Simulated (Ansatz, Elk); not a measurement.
# Bonding as seen by X-rays: K2RbBrCl2

Structure refinements treat a crystal as free atoms side by side. For a made-up structure of K2RbBrCl2 (cell and positions from a PBE relaxation) the runs below show what the calculated density changes in F(hkl).

Calculated with Elk 11.2.3 (patched build); DFT, PBE, all-electron APW+lo, Dirac cores, scalar-relativistic bands, static density, no spin.

The structure was built from a prototype and need not be the compound's stable phase.

### Step 1. Set-up

Symmetry: Immm, No. 71, orthorhombic system. Conventional cell: a = 4.639 Å, b = 6.679 Å, c = 13.984 Å, α = 90.00°, β = 90.00°, γ = 90.00°. Nearest to Rb lie 2 Br at 3.34 Å and 4 Cl at 3.35 Å. Br has 2 Rb at 3.34 Å and 4 K at 3.36 Å nearest. Nearest to K lie 4 Cl at 3.16 to 3.34 Å and 2 Br at 3.36 Å. Nearest to Cl lie 4 K at 3.16 to 3.34 Å and 2 Rb at 3.35 Å. Farther neighbours and most contacts between anions are not listed.

### Step 2. Ground state and structure factors

An all-electron density is needed, since X-rays see the cores too. Task 0 finds the density and task 195 Fourier-transforms it; tshift is off so that phases refer to the origin typed.

File elk.in:

```
tasks
  0
  195

xctype
  20

spinpol
  .false.

rgkmax
  7.0

gmaxvr
  14.0

lmaxo
  7

lmaxapw
  8

swidth
  0.002

tshift
  .false.

ramdisk
  .false.

hmaxvr
  5.5

maxscl
  120

epspot
  1e-06

sppath
  './'

avec
  -4.38366114727 6.31081527237 13.21257804879
  4.38366114727 -6.31081527237 13.21257804879
  4.38366114727 6.31081527237 -13.21257804879

atoms
  4
  'Rb.in'
  1
  -0.0000000000 -0.0000000000 -0.0000000000   0.000000 0.000000 0.000000
  'Br.in'
  1
  0.5000000000 -0.0000000000 0.5000000000   0.000000 0.000000 0.000000
  'K.in'
  2
  0.6735985363 0.6735985363 -0.0000000000   0.000000 0.000000 0.000000
  0.3264014637 0.3264014637 -0.0000000000   0.000000 0.000000 0.000000
  'Cl.in'
  2
  0.8272572458 0.3272572458 0.5000000000   0.000000 0.000000 0.000000
  0.1727427542 0.6727427542 0.5000000000   0.000000 0.000000 0.000000

ngridk
  6 6 6
```

Command:

```sh
> OMP_NUM_THREADS=4 elk
```

Numbers of over 12 decimals in the logs are rounded to 6 here.

Log:

```text
┌─────────────────────────┐
│ Elk code version 11.2.3 │
└─────────────────────────┘

All units are atomic (Hartree, Bohr, etc.)

┌─────────────────────────────────────────────────┐
│ Ground-state run starting from atomic densities │
└─────────────────────────────────────────────────┘

Lattice vectors :
  -4.383661147       6.310815272       13.21257805
   4.383661147      -6.310815272       13.21257805
   4.383661147       6.310815272      -13.21257805

Reciprocal lattice vectors :
  0.5592107464E-17  0.4978109037      0.2377728738
  0.7166595565      0.9593577049E-17  0.2377728738
  0.7166595565      0.4978109037      0.2416683874E-17

Unit cell volume      :    1462.076178
Brillouin zone volume :   0.1696561486

Muffin-tin inner radius fraction :   0.1000000000E-01

Nuclei treated as point charges

Species : 1 (Rb)
 parameters loaded from : Rb.in
 name : rubidium
 nuclear charge    :   -37.00000000
 electronic charge :    37.00000000
 atomic mass :    155798.2686
 muffin-tin radius :    2.600000000
 number of radial points in muffin-tin :   1193
 inner part over the whole radius :   0.9947532429E-02
 number on inner part of muffin-tin    :    847
 approximate nuclear radius :   0.7999050501E-04
 number of mesh points to nuclear radius :    413
 atomic positions (lattice), magnetic fields (Cartesian) :
  1 :   0.00000000  0.00000000  0.00000000    0.00000000  0.00000000  0.00000000

Species : 2 (Br)
 parameters loaded from : Br.in
 name : bromine
 nuclear charge    :   -35.00000000
 electronic charge :    35.00000000
 atomic mass :    145656.0816
 muffin-tin radius :    2.400000000
 number of radial points in muffin-tin :    993
 inner part over the whole radius :   0.9934012010E-02
 number on inner part of muffin-tin    :    703
 approximate nuclear radius :   0.7858070945E-04
 number of mesh points to nuclear radius :    344
 atomic positions (lattice), magnetic fields (Cartesian) :
  1 :   0.50000000  0.00000000  0.50000000    0.00000000  0.00000000  0.00000000

Species : 3 (K)
 parameters loaded from : K.in
 name : potassium
 nuclear charge    :   -19.00000000
 electronic charge :    19.00000000
 atomic mass :    71271.84090
 muffin-tin radius :    2.400000000
 number of radial points in muffin-tin :    993
 inner part over the whole radius :   0.9891652203E-02
 number on inner part of muffin-tin    :    697
 approximate nuclear radius :   0.6514746337E-04
 number of mesh points to nuclear radius :    319
 atomic positions (lattice), magnetic fields (Cartesian) :
  1 :  -0.32640146 -0.32640146  0.00000000    0.00000000  0.00000000  0.00000000
  2 :   0.32640146  0.32640146  0.00000000    0.00000000  0.00000000  0.00000000

Species : 4 (Cl)
 parameters loaded from : Cl.in
 name : chlorine
 nuclear charge    :   -17.00000000
 electronic charge :    17.00000000
 atomic mass :    64626.86550
 muffin-tin radius :    2.200000000
 number of radial points in muffin-tin :    793
 inner part over the whole radius :   0.9992010025E-02
 number on inner part of muffin-tin    :    555
 approximate nuclear radius :   0.6305718926E-04
 number of mesh points to nuclear radius :    253
 atomic positions (lattice), magnetic fields (Cartesian) :
  1 :  -0.17274275  0.32725725  0.50000000    0.00000000  0.00000000  0.00000000
  2 :   0.17274275 -0.32725725  0.50000000    0.00000000  0.00000000  0.00000000

Total number of atoms per unit cell :    6
Total muffin-tin volume :    336.5441602
 ratio of muffin-tin to unit cell volume :   0.2301823702

Spin treatment :
 spin-unpolarised

Number of Bravais lattice symmetries :    8
Number of crystal symmetries         :    8
Crystal has inversion symmetry
Real symmetric eigensolver will be used

k-point grid :      6     6     6
k-point offset :    0.000000000       0.000000000       0.000000000
k-point set is reduced with full crystal symmetry group
Total number of k-points :       46

Muffin-tin radius times maximum |G+k| :    7.000000000
 using average radius
[...]
correlation                 :     -6.373116
 electron entropic           :    -0.48957571217108E-11
 total energy                :     -7719.0107605446

Density of states at Fermi energy :   0.5024322716E-07
 (states/Hartree/unit cell)

Estimated indirect band gap :   0.1758995387
 from k-point 27 to k-point 1
Estimated direct band gap   :   0.1761854129
 at k-point 1

Charges :
 core                        :    86.00000000
 valence                     :    58.00000000
 interstitial                :    8.268144418
 muffin-tins (core leakage)
  species : 1 (Rb)
[...]
species : 2 (Br)
[...]
species : 3 (K)
[...]
species : 4 (Cl)
[...]
total in muffin-tins        :    135.7318556
 total calculated charge     :    143.9998517
 total charge                :    144.0000000
 error                       :   0.1482982833E-03

RMS change in Kohn-Sham potential (target) :   0.2951811255     (  0.1000000000E-05)
Absolute change in total energy (target)   :    2.218151584     (  0.1000000000E-03)

[... loops 3 to 13 left out ...]

┌──────────────────┐
│ Loop number : 14 │
└──────────────────┘

Energies :
 Fermi                       :     0.12687950263487E-01
 sum of occupied eigenvalues :     -4487.2516577671
 electron kinetic            :      7879.2136598611
 core electron kinetic       :      7496.4320264008
 Coulomb                     :     -15278.403621525
 Coulomb potential           :     -11955.312460027
 nuclear-nuclear             :     -828.10427728808
 electron-nuclear            :     -16957.904619121
 Hartree                     :      2507.6052748836
 Madelung                    :     -9300.7473915115
 xc potential                :     -411.15285760067
 exchange                    :     -310.22743435844
 correlation                 :     -6.370717
 electron entropic           :    -0.49522917190638E-11
 total energy                :     -7715.7881128049

Density of states at Fermi energy :   0.5025838133E-07
 (states/Hartree/unit cell)

Estimated indirect band gap :   0.1696386604
 from k-point 1 to k-point 1
Estimated direct band gap   :   0.1696386604
 at k-point 1

Charges :
 core                        :    86.00000000
 valence                     :    58.00000000
 interstitial                :    8.538050339
 muffin-tins (core leakage)
  species : 1 (Rb)
[...]
species : 2 (Br)
[...]
species : 3 (K)
[...]
species : 4 (Cl)
[...]
total in muffin-tins        :    135.4619497
 total calculated charge     :    143.9998497
 total charge                :    144.0000000
 error                       :   0.1503307607E-03

RMS change in Kohn-Sham potential (target) :   0.6836489953E-07 (  0.1000000000E-05)
Absolute change in total energy (target)   :   0.8736733162E-04 (  0.1000000000E-03)

Convergence targets achieved

┌──────────────────┐
│ Loop number : 15 │
└──────────────────┘

Energies :
 Fermi                       :     0.12687959858357E-01
 sum of occupied eigenvalues :     -4487.2516543298
 electron kinetic            :      7879.2136630005
 core electron kinetic       :      7496.4320284908
 Coulomb                     :     -15278.403620892
 Coulomb potential           :     -11955.312459893
 nuclear-nuclear             :     -828.10427728808
 electron-nuclear            :     -16957.904617869
 Hartree                     :      2507.6052742644
 Madelung                    :     -9300.7473909455
 xc potential                :     -411.15285743693
 exchange                    :     -310.22743430201
 correlation                 :     -6.370717
 electron entropic           :    -0.49522908292208E-11
 total energy                :     -7715.7881089756

Density of states at Fermi energy :   0.5025836750E-07
 (states/Hartree/unit cell)

Estimated indirect band gap :   0.1696386276
 from k-point 1 to k-point 1
Estimated direct band gap   :   0.1696386276
 at k-point 1

Charges :
 core                        :    86.00000000
 valence                     :    58.00000000
 interstitial                :    8.538050328
 muffin-tins (core leakage)
  species : 1 (Rb)
[...]
species : 2 (Br)
[...]
species : 3 (K)
[...]
atom 2                    :    17.58563661     ( -0.1018831810E-06)
  species : 4 (Cl)
   atom 1                    :    15.67293198     (  0.1505295575E-04)
   atom 2                    :    15.67293198     (  0.1505295575E-04)
 total in muffin-tins        :    135.4619497
 total calculated charge     :    143.9998497
 total charge                :    144.0000000
 error                       :   0.1503307688E-03

┌──────────────────────────────┐
│ Self-consistent loop stopped │
└──────────────────────────────┘

Wrote STATE.OUT
```

Run time: 2 min. Hardware: 4 threads of Intel Xeon Platinum 8223CL at 3.00GHz (Skylake/Cascade Lake), shared host; peak memory 0.37 GiB.

SFACRHO.OUT:

```text

h k l indices transformed by vhmat matrix:
   1.000000000       0.000000000       0.000000000    
   0.000000000       1.000000000       0.000000000    
   0.000000000       0.000000000       1.000000000    

      h      k      l  multipl.   |H|            Re(F)            Im(F)           |F|

      0      0      0      1   0.0000000       144.00000     -0.41158388E-15   144.00000    
      1      1     -1      2  0.47554575       30.398149      0.38044468E-14   30.398149    
      0     -1      1      4  0.55168074      0.24640322      0.63407447E-14  0.24640322    
      0     -1      0      4  0.75507408       36.263840     -0.50725957E-14   36.263840    
     -2     -1      1      4  0.86985007       3.9632389     -0.11571859E-13   3.9632389    
      1     -1      0      4  0.87259190       4.0506929     -0.15804731E-14   4.0506929    
     -2     -2      2      2  0.95109150       41.874803     -0.38044468E-14   41.874803    
      0      2     -1      8  0.99376072     -0.45539481     -0.10145191E-13  0.45539481    
      1     -1      1      2  0.99562181       120.28454     -0.94707071E-14   120.28454    
     -2     -1      2      4   1.0111500       119.29227      0.33288910E-14   119.29227    
      0      2     -2      4   1.1033615       28.503785      0.63407447E-14   28.503785    
     -2      1      0      8   1.2495598       33.623914      0.63407447E-14   33.623914    
      3      2     -2      4   1.2888810      -1.1415140     -0.12681489E-14   1.1415140    
      1      3     -2      8   1.2907330      0.95594458     -0.13949638E-13  0.95594458    
      1      3     -3      4   1.3768943       38.653323      0.76088936E-14   38.653323    
      2      3     -2      4   1.3881640       22.708354      0.63407447E-14   22.708354    
      1      2     -3      8   1.4190445       105.48143      0.14900750E-13   105.48143    
     -3     -3      3      2   1.4266372       104.10634      0.11413340E-13   104.10634
```

Elk indexes on the primitive cell of elk.in and gives |H| = 4π sin θ/λ in inverse bohr. Below, one row stands for each form hkl of the conventional cell (m members, Friedel mates merged), F is for one primitive cell and the density is static (no thermal factor). Free-atom factors are Waasmaier and Kirfel's, and R is Σm||F|−|F'||/Σm|F|.

```tsv
hkl	m	sin θ/λ (Å⁻¹)	abs F, DFT	neutral atoms	diff.	ions	diff.
002	2	0.071	30.398	30.442	-0.044	30.398	+0.000
011	4	0.083	0.246	0.214	+0.032	0.274	-0.028
101	4	0.114	36.264	36.258	+0.006	36.234	+0.029
013	4	0.131	3.963	4.607	-0.644	4.087	-0.124
110	4	0.131	4.051	4.694	-0.644	4.180	-0.130
004	2	0.143	41.875	41.828	+0.047	41.826	+0.049
112	8	0.149	0.455	0.541	-0.086	0.452	+0.004
020	2	0.150	120.284	119.519	+0.765	120.047	+0.237
103	4	0.152	119.292	118.565	+0.727	119.060	+0.232
022	4	0.166	28.504	28.586	-0.082	28.504	-0.000
121	8	0.188	33.624	33.665	-0.041	33.617	+0.007
015	4	0.194	1.141	1.200	-0.059	1.180	-0.038
114	8	0.194	0.956	0.933	+0.023	0.975	-0.019
024	4	0.207	38.653	38.680	-0.027	38.647	+0.007
105	4	0.209	22.708	22.763	-0.055	22.721	-0.013
123	8	0.213	105.481	105.376	+0.105	105.349	+0.132
006	2	0.214	104.106	104.015	+0.091	103.983	+0.123
200	2	0.215	105.405	105.316	+0.089	105.280	+0.125
```

The ions are K+, Rb+, Br− and Cl−, by formal charge.

### Step 3. The highest occupied states alone

An energy window below the Fermi level keeps the highest occupied states, to see at which angles they scatter; shallow core shells can lie inside it and anion s states outside. No new self-consistency is needed.

Changes to elk.in since step 2:

```diff
@@ -1,3 +1,2 @@
 tasks
-  0
   195
@@ -40,2 +39,5 @@
 
+wsfac
+  -0.354810 0.312690
+
 sppath
```

Command:

```sh
> OMP_NUM_THREADS=4 elk
```

Log:

```text
┌─────────────────────────────────┐
│ Elk code version 11.2.3 started │
└─────────────────────────────────┘

Info(readinput): the functional depends on the density's gradient
 muffin-tin radial points multiplied by    2.00000
 (not where nrmtscf is given)

┌────────────────────┐
│ Current task : 195 │
└────────────────────┘

Info(sfacrho): density structure factors written to SFACRHO.OUT

 Energy window :  -0.3548100000      0.3126900000

┌──────────────────┐
│ Elk code stopped │
└──────────────────┘
```

The job ended after 33 s (4 threads; peak memory 0.27 GiB).

States within 10 eV below the Fermi level hold 24.00 electrons; any levels below the window count with the cores. Their amplitudes can exceed the total, where window and core parts have opposite phase:

```tsv
hkl	sin θ/λ (Å⁻¹)	abs F, window	abs F, all
002	0.071	4.347	30.398
011	0.083	4.941	0.246
101	0.114	4.142	36.264
013	0.131	5.585	3.963
110	0.131	5.608	4.051
004	0.143	3.886	41.875
112	0.149	4.260	0.455
020	0.150	11.531	120.284
103	0.152	11.240	119.292
022	0.166	2.061	28.504
```

### Step 4. Another functional

The difference from free atoms is small, so it is set against the change that LDA (Perdew-Wang) makes.

Changes to elk.in since step 3:

```diff
@@ -1,2 +1,3 @@
 tasks
+  0
   195
@@ -4,3 +5,3 @@
 xctype
-  20
+  3
 
@@ -39,5 +40,2 @@
 
-wsfac
-  -0.354810 0.312690
-
 sppath
```

Command:

```sh
> OMP_NUM_THREADS=4 elk
```

Log:

```text
┌─────────────────────────┐
│ Elk code version 11.2.3 │
└─────────────────────────┘

All units are atomic (Hartree, Bohr, etc.)

┌─────────────────────────────────────────────────┐
│ Ground-state run starting from atomic densities │
└─────────────────────────────────────────────────┘

Lattice vectors :
  -4.383661147       6.310815272       13.21257805
   4.383661147      -6.310815272       13.21257805
   4.383661147       6.310815272      -13.21257805

Reciprocal lattice vectors :
  0.5592107464E-17  0.4978109037      0.2377728738
[...]
muffin-tins (core leakage)
  species : 1 (Rb)
[...]
species : 2 (Br)
[...]
species : 3 (K)
[...]
species : 4 (Cl)
   atom 1                    :    15.63111982     (  0.7534069134E-05)
   atom 2                    :    15.63111982     (  0.7534069134E-05)
 total in muffin-tins        :    135.3079618
 total calculated charge     :    143.9998823
 total charge                :    144.0000000
 error                       :   0.1177294340E-03

┌──────────────────────────────┐
│ Self-consistent loop stopped │
└──────────────────────────────┘

Wrote STATE.OUT
[key lines of the parts left out:]
total energy                :     -7703.3105356907
```

Wall time 96 s (4 threads); peak memory 0.34 GiB; 4.6 min of CPU time.

Against the first run R = 0.06 %; the largest change is -0.117 at 103.

### Step 5. Basis size

A smaller basis shows how fast F responds to it; the change is likely larger than the basis error of the first run, but doesn't show convergence.

Changes to elk.in since step 4:

```diff
@@ -5,3 +5,3 @@
 xctype
-  3
+  20
 
@@ -11,3 +11,3 @@
 rgkmax
-  7.0
+  5.5
```

Command:

```sh
> OMP_NUM_THREADS=4 elk
```

Log:

```text
┌─────────────────────────┐
│ Elk code version 11.2.3 │
└─────────────────────────┘

All units are atomic (Hartree, Bohr, etc.)

┌─────────────────────────────────────────────────┐
│ Ground-state run starting from atomic densities │
└─────────────────────────────────────────────────┘

Lattice vectors :
  -4.383661147       6.310815272       13.21257805
   4.383661147      -6.310815272       13.21257805
   4.383661147       6.310815272      -13.21257805

Reciprocal lattice vectors :
  0.5592107464E-17  0.4978109037      0.2377728738
[...]
muffin-tins (core leakage)
  species : 1 (Rb)
[...]
species : 2 (Br)
[...]
species : 3 (K)
[...]
species : 4 (Cl)
   atom 1                    :    15.61906630     (  0.1494390285E-04)
   atom 2                    :    15.61906630     (  0.1494390285E-04)
 total in muffin-tins        :    135.2534103
 total calculated charge     :    143.9998367
 total charge                :    144.0000000
 error                       :   0.1633263802E-03

┌──────────────────────────────┐
│ Self-consistent loop stopped │
└──────────────────────────────┘

Wrote STATE.OUT
[key lines of the parts left out:]
total energy                :     -7715.6768516191
```

It took 82 s on 4 threads; peak memory 0.34 GiB.

Against the first run R = 0.07 %; the largest change is -0.080 at 123.

### Step 6. Settings against the effect

```tsv
run	R against the first run (%)	R against neutral atoms, low angle (%)	wall time
PBE, rgkmax 7	0.00	0.41	2 min
LDA (Perdew-Wang)	0.06	0.33	96 s
rgkmax 5.5	0.07	0.39	82 s
```

### Step 7. What came out

```json
{
 "R against neutral atoms, sin θ/λ < 0.3 Å⁻¹": "0.41 %",
 "R against neutral atoms, 0.3 to 0.50 Å⁻¹": "0.24 %",
 "R against ions, below 0.3 Å⁻¹": "0.16 %"
}
```

Independent neutral atoms miss the calculated amplitudes by R = 0.41 % below 0.3 Å⁻¹ and 0.24 % from there to 0.50 Å⁻¹; by shells, 1.36 % below 0.15 Å⁻¹ (8 forms), 0.29 % 0.15 to 0.3 (31 forms), 0.27 % 0.3 to 0.45 (75 forms), 0.18 % above 0.45 (35 forms). Bonding, aspherical density and the tables' own atoms all enter these figures, and the runs don't part them. The largest change of an amplitude is +0.77 electrons, at 020. Formal ions give R = 0.16 % at low angle, nearer than neutral atoms. The window's part falls from 24.0 electrons at the origin to at most 0.54 between 0.45 and 0.50 Å⁻¹. Below 0.3 Å⁻¹ the changes that finished (LDA (Perdew-Wang) and rgkmax 5.5) move F by R = 0.09 % at most, against the 0.41 % that separates it from free atoms. The k-mesh has no finished test. Part of the difference isn't bonding: the tables are fits to free atoms and ions calculated by other methods than this functional. Thermal motion, anomalous dispersion and extinction are left out.

[Logs are printed without paths, hosts, clocks, repeated set-up lines and the standing remarks that a program may print on its own settings, such as how far it seeks lower states.]

[Hosts, paths, dates, database ids (printed as entryN), source tags and the programs' standing remarks are cut or masked in the printed files.]
